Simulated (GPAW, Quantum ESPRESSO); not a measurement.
The O K edge of atom 3 in KTaO3 (Pm-3m), with 2 Ta at 1.99 Å (linear, site symmetry 4/mmm), was computed in 2 ways: full core hole (charged cell) and no core hole. Program and functional: Quantum ESPRESSO XSpectra, PBE, without spin-orbit coupling, Lorentzian half width 0.3 eV up to 4 eV, rising linearly to 2.5 eV at 25 eV; cells of 5 and 20 atoms (the run without a hole in the smaller).

Each run is counted from its own lowest empty level or Fermi level and scaled to a mean of 1 over its first 20 eV. (XSpectra's own axis starts at xe0, in the gap; it has been shifted.)

| E (eV) | run 1 | run 2 |
| --- | --- | --- |
| -2.0 | 0.04 | 0.03 |
| -1.5 | 0.04 | 0.04 |
| -1.0 | 0.06 | 0.05 |
| -0.5 | 0.08 | 0.07 |
| 0.0 | 0.14 | 0.11 |
| 0.5 | 0.32 | 0.26 |
| 1.0 | 0.60 | 0.52 |
| 1.5 | 0.89 | 0.62 |
| 2.0 | 1.34 | 1.01 |
| 2.5 | 1.78 | 1.80 |
| 3.0 | 0.69 | 1.69 |
| 3.5 | 0.47 | 1.18 |
| 4.0 | 0.48 | 0.79 |
| 4.5 | 0.65 | 0.49 |
| 5.0 | 0.79 | 0.43 |
| 5.5 | 0.96 | 0.53 |
| 6.0 | 1.27 | 0.75 |
| 6.5 | 1.55 | 0.98 |
| 7.0 | 1.93 | 1.20 |
| 7.5 | 2.14 | 1.42 |
| 8.0 | 2.08 | 1.56 |
| 8.5 | 1.85 | 1.67 |
| 9.0 | 1.61 | 1.74 |
| 9.5 | 1.37 | 1.62 |
| 10.0 | 1.17 | 1.43 |
| 10.5 | 1.06 | 1.27 |
| 11.0 | 1.04 | 1.19 |
| 11.5 | 1.07 | 1.18 |
| 12.0 | 1.09 | 1.20 |
| 12.5 | 1.08 | 1.23 |
| 13.0 | 1.04 | 1.27 |
| 13.5 | 0.96 | 1.25 |
| 14.0 | 0.88 | 1.17 |
| 14.5 | 0.78 | 1.05 |
| 15.0 | 0.70 | 0.92 |
| 15.5 | 0.64 | 0.81 |
| 16.0 | 0.60 | 0.72 |
| 16.5 | 0.59 | 0.67 |
| 17.0 | 0.59 | 0.64 |
| 17.5 | 0.62 | 0.63 |
| 18.0 | 0.65 | 0.63 |
| 18.5 | 0.70 | 0.65 |
| 19.0 | 0.74 | 0.68 |
| 19.5 | 0.78 | 0.72 |
| 20.0 | 0.80 | 0.74 |
| 20.5 | 0.81 | 0.76 |
| 21.0 | 0.79 | 0.77 |
| 21.5 | 0.75 | 0.75 |
| 22.0 | 0.70 | 0.72 |
| 22.5 | 0.66 | 0.68 |
| 23.0 | 0.62 | 0.63 |
| 23.5 | 0.59 | 0.59 |
| 24.0 | 0.57 | 0.55 |
| 24.5 | 0.55 | 0.53 |
| 25.0 | 0.54 | 0.50 |
| 25.5 | 0.55 | 0.49 |
| 26.0 | 0.56 | 0.49 |
| 26.5 | 0.58 | 0.50 |
| 27.0 | 0.61 | 0.51 |
| 27.5 | 0.65 | 0.53 |
| 28.0 | 0.68 | 0.55 |
| 28.5 | 0.71 | 0.58 |
| 29.0 | 0.74 | 0.60 |
| 29.5 | 0.77 | 0.61 |
| 30.0 | 0.79 | 0.63 |
| 30.5 | 0.81 | 0.65 |
| 31.0 | 0.84 | 0.67 |
| 31.5 | 0.86 | 0.69 |
| 32.0 | 0.88 | 0.71 |

Which run is which?

Run 1: full core hole (charged cell) (area from −2 to 6 eV 5.0, main maxima 2.3 eV (1.90), 7.7 eV (2.15), 12.2 eV (1.09) and 20.3 eV (0.81)). Run 2: no core hole (area from −2 to 6 eV 5.0, main maxima 2.5 eV (1.82), 3.0 eV (1.70), 9.0 eV (1.74) and 13.2 eV (1.27)). With each curve scaled to its own mean, the area from −2 to 6 eV with the hole is 5.0 against 5.0, and the centre of weight from −1 to 20 eV moves by -0.4 eV (first and strongest maxima below 20 eV: 2.5 eV (1.82), 3.0 eV (1.70) and 9.0 eV (1.74) without the hole, 2.3 eV (1.90), 7.7 eV (2.15) and 12.2 eV (1.09) with it); the shape changes all the same, by 31 % r.m.s.

[Hosts, paths, dates, database ids (printed as entryN), source tags and the programs' standing remarks are cut or masked in the printed files.]

[Lists of maxima count a maximum above −3 eV only where it reaches 4 % of the highest in the window and stands out from its surroundings by 2 % of it (1.5 % where it reaches 55 %); shoulders and weaker maxima are passed over, and of the rest the first, up to two pre-edge ones and the few strongest are named.]
